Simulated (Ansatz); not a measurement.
# SrVO3 (Pm-3m): Hubbard U and Hund's J by constrained RPA

How strongly is the local Coulomb interaction screened in SrVO3 (Pm-3m)?

Program: Ansatz 0.2.0. Level of theory: non-magnetic PBEsol, then constrained RPA, plane waves, PAW. Results are calculated unless marked as measured.

Most raw output is cut from this account.

**1. Starting point**

It takes space group Pm-3m (No. 221, cubic). Conventional cell: a = 3.841 Å, b = 3.841 Å, c = 3.841 Å, α = 90.00°, β = 90.00°, γ = 90.00°. Sr has 12 O at 2.72 Å nearest. Nearest to V lie 6 O at 1.92 Å. Nearest to O lie 2 V at 1.92 Å and 4 Sr at 2.72 Å. Farther neighbours and most contacts between anions are not listed.

The cell and positions come from the Crystallography Open Database and are kept as given unless a step says otherwise. The program's search for lower electronic states was switched off, so nothing shows that the state found is the lowest. The default PAW set here is soft_2. Its files were made with PBE.

**2. PBEsol bands and orbital weights**

This step: DFT, PBEsol, plane waves, PAW.

Input file input.yaml:

```yaml
crystal:
  lattice:
    - [-3.8409, 0.0, 0.0]
    - [0.0, 0.0, -3.8409]
    - [0.0, -3.8409, 0.0]
  atoms:
    - { symbol: Sr, position: [0.5, 0.5, 0.5] }
    - { symbol: V, position: [0.0, 0.0, 0.0] }
    - { symbol: O, position: [0.5, 0.0, 0.0] }
    - { symbol: O, position: [0.0, 0.5, 0.0] }
    - { symbol: O, position: [0.0, 0.0, 0.5] }
kpoints:
  mp_grid: { grid: [6, 6, 6] }
  band_path:
    path:
      - [[0.0, 0.0, 0.0], [0.0, 0.5, 0.0], [0.5, 0.5, 0.0], [0.0, 0.0, 0.0], [0.5, 0.5, 0.5], [0.0, 0.5, 0.0]]
      - [[0.5, 0.5, 0.5], [0.5, 0.5, 0.0]]
    npoints: 10
hamiltonian:
  xc: pbesol
scf:
  occupations: { method: gaussian, width: 0.08 }
  n_extra_bands: 19
  max_iter: 150
  lower_state_search: "off"
output:
  eigenvalues: true
  fatbands: true
  write_density: true
  write_potential: true
  elf: true
  volumetric_format: npy
```

Command:

```
> ansatz run input.yaml --threads 4 --pin off --max-ram 14745MiB --backend cpu --events-out ev --progress --plain --runs-dir out
```

The job ended after 1.9 s (4 threads of Arm Neoverse V2, shared host; peak memory 0.36 GiB).

Electronic bands along the path, in eV, zero at the Fermi level:

```csv
point,band 17,band 18,band 19,band 20,band 21,band 22,band 23,band 24
Γ,-3.22,-2.36,-2.36,-2.36,-0.92,-0.92,-0.92,1.35
halfway,-3.73,-3.70,-2.66,-2.66,-0.86,0.21,0.21,1.37
X,-4.55,-4.10,-2.81,-2.81,-0.80,1.04,1.04,1.37
halfway,-3.94,-3.58,-3.52,-2.67,0.23,1.03,1.10,2.15
M,-4.09,-3.59,-3.59,-2.07,1.02,1.02,1.38,2.38
halfway,-3.79,-3.40,-3.27,-2.76,0.15,0.29,0.52,2.02
Γ,-3.22,-2.36,-2.36,-2.36,-0.92,-0.92,-0.92,1.35
halfway,-5.09,-2.96,-2.96,-2.64,0.56,0.65,0.65,3.63
R,-5.89,-1.98,-1.98,-1.98,1.62,1.62,1.62,5.22
halfway,-4.96,-2.99,-2.84,-2.55,0.71,1.17,1.20,3.59
X,-4.55,-4.10,-2.81,-2.81,-0.80,1.04,1.04,1.37
jump to R,-5.89,-1.98,-1.98,-1.98,1.62,1.62,1.62,5.22
halfway,-5.55,-2.69,-2.69,-2.03,1.27,1.27,1.49,4.05
M,-4.09,-3.59,-3.59,-2.07,1.02,1.02,1.38,2.38
```

Of the projections kept (V 3d, O 2p), the largest for each band there; the rest of the weight can lie on other orbitals:

```csv
point,band 17,band 18,band 19,band 20,band 21,band 22,band 23,band 24
Γ,O 2p 0.99,O 2p 0.98,O 2p 0.98,O 2p 0.98,V 3d 0.98,V 3d 0.98,V 3d 0.98,V 3d 0.83
X,O 2p 0.70,O 2p 0.93,O 2p 0.97,O 2p 0.97,V 3d 1.00,V 3d 0.72,V 3d 0.72,V 3d 0.86
M,O 2p 0.95,O 2p 0.95,O 2p 0.95,O 2p 0.99,V 3d 0.74,V 3d 0.74,V 3d 0.73,V 3d 0.75
Γ,O 2p 0.99,O 2p 0.98,O 2p 0.98,O 2p 0.98,V 3d 0.98,V 3d 0.98,V 3d 0.98,V 3d 0.83
R,O 2p 0.67,O 2p 1.00,O 2p 1.00,O 2p 1.00,V 3d 0.71,V 3d 0.71,V 3d 0.71,-
X,O 2p 0.70,O 2p 0.93,O 2p 0.97,O 2p 0.97,V 3d 1.00,V 3d 0.72,V 3d 0.72,V 3d 0.86
```

Electrostatic potential energy in the ac plane at fractional y = 0.000, with atoms of V and O within 0.2 Å of it. With pseudopotentials it is smooth inside the atoms' cores, unlike the true potential.

Values in eV, 14 rows by 14 columns, each cell a mean:
```
-15 -19 -20  -5   4 -15 -31 -34 -28  -7   4 -10 -21 -18
-21 -21 -13   2   9   1 -14 -19 -11   6   8  -2 -17 -21
-13  -9   1   9  12  13  10   9  11  13  12   7  -2 -10
  2   5  10  13  14  15  15  15  15  15  14  12   8   4
-13  -4  10  14  15  15  15  15  15  15  15  13   6  -7
-32 -26  -2  13  15  15  14  14  14  15  15  11 -11 -28
-37 -32 -10  12  15  14  14  14  14  15  15   9 -19 -34
-34 -28  -5  13  15  14  14  14  14  15  15  10 -14 -31
-21 -12   7  14  15  15  14  14  15  15  15  13   1 -15
  2   6  10  13  14  15  15  15  15  15  14  12   9   4
 -8  -4   5  10  13  14  13  12  13  14  13   9   2  -5
-21 -19  -9   5  10   7  -5 -10  -2  10  10   1 -13 -20
-17 -20 -19  -4   6 -12 -28 -32 -26  -4   5  -9 -21 -19
-12 -17 -21  -8   2 -21 -34 -37 -32 -13   2 -13 -21 -15
```
Columns run along a (3.8 Å; values clipped at the 3rd and 97th percentile), rows up along c (3.8 Å). Atoms in or near the plane, at fractional coordinates: V at (0.00, 0.00), O at (0.50, 0.00), O at (0.00, 0.50).

Valence density in the ac plane at fractional y = 0.000, with atoms of V and O within 0.2 Å of it. It is the smooth field of the valence electrons, not physical close to the nuclei.

Ten even steps from '0' (0 e/Å³) to '9' (15 e/Å³), each cell a mean:
```
85100133210026
32000011100012
00000000000000
00000000000000
11000000000001
32000000000012
43100000000013
32100000000013
21000000000001
00000000000000
00000000000000
21000011000001
74100123210025
97200234310038
```
Columns run along a (3.8 Å), rows up along c (3.8 Å). Atoms in or near the plane, at fractional coordinates: V at (0.00, 0.00), O at (0.50, 0.00), O at (0.00, 0.50).

**3. Constrained RPA: V t2g, bands v1 to c2, 6×6×6 mesh, medium accuracy**

Constrained RPA screens the interaction with every transition except those inside the target bands, which a later many-body model would treat itself.

This step: constrained RPA on PBEsol, plane waves, PAW.

input.yaml, the sections that differ from step 2:

```yaml
kpoints:
  mp_grid: { grid: [6, 6, 6] }
output:
  crpa:
    kmesh: [6, 6, 6]
    target_bands: [v1, c2]
    projections: [{ species: V, l: d, shell: 3, orbitals: [dxz, dyz, dxy] }]
  local_orbitals:
    kmesh: [6, 6, 6]
    orbitals: [{ species: V, l: d, shell: 3, orbitals: [dxz, dyz, dxy] }]
    window: { bands: [v1, c2] }
    seedname: lo
# crystal, hamiltonian, scf: as in step 2
```

The job ended after 1.9 min (4 threads; peak memory 0.7 GiB; 7.2 min of CPU time).

Numbers from this step:

| Quantity | Value |
| --- | --- |
| U | 3.229 eV |
| U prime (inter-orbital) | 2.372 eV |
| J | 0.4093 eV |
| bare V | 16.15 eV |
| bare J | 0.5569 eV |
| stated bound on U | 0.004770 eV |
| U over bare V | 0.2000 |
| electrons in the window | 1.000 |
| head of the constrained inverse dielectric matrix | 0.1696 |
| least eigenvalue of the projection's overlap | 0.7091 |
| target functions | 3 |
| bands in the sums | 46 |
| r.m.s. miss of the model bands | 0.003316 eV |
| width of the target bands | 2.540 eV |
| weight of the projected orbitals in the window | 0.7827 |

On the V t2g shell, screening brings the on-site interaction from 16.1 eV down to U = 3.23 eV.

Kanamori averages over each shell's functions. Crpa shells, by row:

```csv
site,element,shell,orbitals,U (eV),U' (eV),J (eV),bare V (eV),bare V' (eV),bare J (eV),bound on U (eV)
2,V,3D,3,3.229,2.372,0.4093,16.15,14.96,0.5569,0.00477
```

Density-density elements U_iijj, eV. U matrix, by row:

```csv
orbital,V2 dxz,V2 dyz,V2 dxy
V2 dxz,3.229,2.372,2.372
V2 dyz,2.372,3.229,2.372
V2 dxy,2.372,2.372,3.229
```

Exchange elements U_ijji, eV. J matrix, by row:

```csv
orbital,V2 dxz,V2 dyz,V2 dxy
V2 dxz,-,0.409,0.409
V2 dyz,0.409,-,0.409
V2 dxy,0.409,0.409,-
```

Projected local orbitals of the target window. Electronic bands along the path, in eV, zero at the Fermi level; # counts the bands kept:

```csv
point,#1,#2,#3
Γ,-0.92,-0.92,-0.92
halfway,-0.86,0.23,0.23
X,-0.80,1.04,1.04
halfway,0.24,1.03,1.10
M,1.02,1.02,1.38
halfway,0.16,0.30,0.51
Γ,-0.92,-0.92,-0.92
halfway,0.55,0.64,0.64
R,1.62,1.62,1.62
halfway,0.70,1.17,1.20
X,-0.80,1.04,1.04
jump to R,1.62,1.62,1.62
halfway,1.27,1.27,1.49
M,1.02,1.02,1.38
```

The same for Kohn-Sham, solved directly:

```csv
point,#1,#2,#3
Γ,-0.92,-0.92,-0.92
X,-0.80,1.04,1.04
M,1.02,1.02,1.38
Γ,-0.92,-0.92,-0.92
R,1.62,1.62,1.62
X,-0.80,1.04,1.04
R,1.62,1.62,1.62
M,1.02,1.02,1.38
```

Onsite levels, by row:

```csv
orbital,level less Fermi level (eV)
V2 dxz,0.6759
V2 dyz,0.6759
V2 dxy,0.6759
```

Largest distinct elements between sites. Hoppings, by row:

```csv
from,to,cell,distance (Å),t (eV)
V2 dyz,V2 dyz,0 0 1,3.841,-0.2659
V2 dyz,V2 dyz,0 -1 1,5.432,-0.0866
V2 dxz,V2 dxz,0 0 1,3.841,-0.0287
V2 dxz,V2 dxz,-2 1 0,8.589,-0.0119
V2 dxy,V2 dxz,0 1 1,5.432,0.0093
V2 dxz,V2 dxz,-2 -2 0,10.86,-0.0084
V2 dxy,V2 dxy,0 0 2,7.682,0.008
V2 dxy,V2 dxy,0 -1 1,5.432,0.0062
V2 dyz,V2 dyz,1 -1 -1,6.653,-0.0061
V2 dxz,V2 dxy,-1 -1 -1,6.653,0.0038
V2 dyz,V2 dyz,-1 0 2,8.589,0.0034
V2 dyz,V2 dyz,0 -3 -2,13.85,-0.002
```

**4. Constrained RPA: V t2g + anion p, bands v10 to c2, 6×6×6 mesh, medium accuracy**

input.yaml, the sections that differ from step 3:

```yaml
output:
  crpa:
    kmesh: [6, 6, 6]
    target_bands: [v10, c2]
    projections:
      - { species: V, l: d, shell: 3, orbitals: [dxz, dyz, dxy] }
      - { species: O, l: p, shell: 2 }
  local_orbitals:
    kmesh: [6, 6, 6]
    orbitals:
      - { species: V, l: d, shell: 3, orbitals: [dxz, dyz, dxy] }
      - { species: O, l: p, shell: 2 }
    window: { bands: [v10, c2] }
    seedname: lo
# crystal, kpoints, hamiltonian, scf: as in step 3
```

Elapsed: 12 min, on 4 threads; peak memory 0.84 GiB; 46 min of CPU time.

Numbers from this step:

```yaml
u: 6.109 eV
u_prime_inter_orbital: 4.916 eV
j: 0.5986 eV
bare_v: 19.70 eV
bare_j: 0.7524 eV
stated_bound_on_u: 0.01027 eV
u_over_bare_v: 0.3102
electrons_in_the_window: 19.00
head_of_the_constrained_inverse_dielectric_matrix: 0.2426
least_eigenvalue_of_the_projection_s_overlap: 0.5805
target_functions: 12
bands_in_the_sums: 46
r_m_s_miss_of_the_model_bands: 0.001464 eV
width_of_the_target_bands: 8.832 eV
weight_of_the_projected_orbitals_in_the_window: 0.9571
```

On the V t2g shell, screening brings the on-site interaction from 19.7 eV down to U = 6.11 eV.

Kanamori averages over each shell's functions. Crpa shells, by row:

```csv
site,element,shell,orbitals,U (eV),U' (eV),J (eV),bare V (eV),bare V' (eV),bare J (eV),bound on U (eV)
2,V,3D,3,6.109,4.916,0.5986,19.7,18.2,0.7524,0.01027
3,O,2P,3,6.024,4.651,0.6248,18.04,16.21,0.8227,0.01059
4,O,2P,3,6.024,4.651,0.6248,18.04,16.21,0.8227,0.01059
5,O,2P,3,6.024,4.651,0.6248,18.04,16.21,0.8227,0.01059
```

Projected local orbitals of the target window. Electronic bands along the path, in eV, zero at the Fermi level; # counts the bands kept:

```csv
point,#6,#7,#8,#9,#10,#11,#12
Γ,-3.22,-2.36,-2.36,-2.36,-0.92,-0.92,-0.92
halfway,-3.73,-3.70,-2.66,-2.66,-0.86,0.21,0.21
X,-4.55,-4.10,-2.81,-2.81,-0.80,1.04,1.04
halfway,-3.94,-3.58,-3.52,-2.67,0.23,1.03,1.10
M,-4.09,-3.59,-3.59,-2.07,1.02,1.02,1.38
halfway,-3.80,-3.40,-3.27,-2.76,0.15,0.29,0.52
Γ,-3.22,-2.36,-2.36,-2.36,-0.92,-0.92,-0.92
halfway,-5.09,-2.97,-2.97,-2.64,0.56,0.65,0.65
R,-5.89,-1.98,-1.98,-1.98,1.62,1.62,1.62
halfway,-4.96,-3.00,-2.84,-2.55,0.71,1.17,1.20
X,-4.55,-4.10,-2.81,-2.81,-0.80,1.04,1.04
jump to R,-5.89,-1.98,-1.98,-1.98,1.62,1.62,1.62
halfway,-5.55,-2.69,-2.69,-2.03,1.27,1.27,1.49
M,-4.09,-3.59,-3.59,-2.07,1.02,1.02,1.38
```

The same for Kohn-Sham, solved directly:

```csv
point,#6,#7,#8,#9,#10,#11,#12
Γ,-3.22,-2.36,-2.36,-2.36,-0.92,-0.92,-0.92
X,-4.55,-4.10,-2.81,-2.81,-0.80,1.04,1.04
M,-4.09,-3.59,-3.59,-2.07,1.02,1.02,1.38
Γ,-3.22,-2.36,-2.36,-2.36,-0.92,-0.92,-0.92
R,-5.89,-1.98,-1.98,-1.98,1.62,1.62,1.62
X,-4.55,-4.10,-2.81,-2.81,-0.80,1.04,1.04
R,-5.89,-1.98,-1.98,-1.98,1.62,1.62,1.62
M,-4.09,-3.59,-3.59,-2.07,1.02,1.02,1.38
```

Onsite levels, by row:

```csv
orbital,level less Fermi level (eV)
V2 dxz,-0.6162
V2 dyz,-0.6162
V2 dxy,-0.6162
O3 pz,-3.558
O3 px,-5.461
O3 py,-3.558
O4 pz,-5.461
O4 px,-3.558
O4 py,-3.558
O5 pz,-3.558
O5 px,-3.558
O5 py,-5.461
```

Largest distinct elements between sites. Hoppings, by row:

```csv
from,to,cell,distance (Å),t (eV)
V2 dxy,O3 py,0 0 0,1.92,1.232
O3 px,O3 px,1 0 0,3.841,0.6756
O4 px,O3 pz,-1 0 0,2.716,0.3002
O3 px,O5 px,1 0 0,2.716,0.2604
O3 py,O3 py,1 0 0,3.841,-0.1519
O5 pz,O5 pz,-1 1 0,5.432,0.0775
O5 pz,O5 px,-1 -1 0,5.432,0.0694
O4 px,O5 px,0 1 -1,2.716,-0.0649
V2 dxy,V2 dxy,0 0 1,3.841,-0.0507
O5 py,O5 py,0 0 2,7.682,0.0494
O5 py,O4 pz,0 0 0,2.716,-0.0437
O5 pz,O4 py,1 0 1,4.704,0.0416
```

**5. The windows together**

Times are wall times on 4 threads of Arm Neoverse V2, shared host, good to a factor of about two.

```csv
target,bands,functions,width (eV),bare V (eV),U (eV),U′ (eV),J (eV),U/V,time
V t2g,v1–c2,3,2.54,16.15,3.23,2.37,0.41,0.20,1.9 min
V t2g + anion p,v10–c2,12,8.83,19.70,6.11,4.92,0.60,0.31,12 min
```

**6. What came out**

```yaml
v_t2g: U 3.23 eV, U′ 2.37 eV, J 0.41 eV, bare V 16.1 eV
v_t2g_anion_p: U 6.11 eV, U′ 4.92 eV, J 0.60 eV, bare V 19.7 eV
method: constrained RPA on non-magnetic PBEsol, 6×6×6 mesh, static; search for lower states off
```

What this shows: For V t2g, screening cuts the on-site interaction from 16.15 eV to 3.23 eV (20 %), while J goes only from 0.56 eV to 0.41 eV: the monopole is screened far more than the multipoles. U − 2J differs from U′ by +0.04 eV, so the Kanamori relation holds well. U is 1.3 times the width of the target bands. With the window V t2g + anion p U becomes 6.11 eV and the bare V 19.70 eV, so U/V goes from 0.20 to 0.31. The parent state is non-magnetic and the interaction static (zero frequency); U depends on the window and the orbitals, so it belongs to this model alone. The bands cross the Fermi level under this constraint, which need not be the crystal's state: magnetic order, correlation or a lattice distortion may open a gap. A window that holds the anion p bands defines a model with explicit ligands; its U belongs to that model and is not the U of DFT+U.

[Paths, hosts, dates, memory and timing lines, banners, echoed tables and standing remarks are left out of the program output.]

[Logs are printed without paths, hosts, clocks, repeated set-up lines and the standing remarks that a program may print on its own settings, such as how far it seeks lower states.]

[Runs of the session that timed out or met a known fault of the program may be left out.]

[Hosts, paths, dates, database ids (printed as entryN), source tags and the programs' standing remarks are cut or masked in the printed files.]
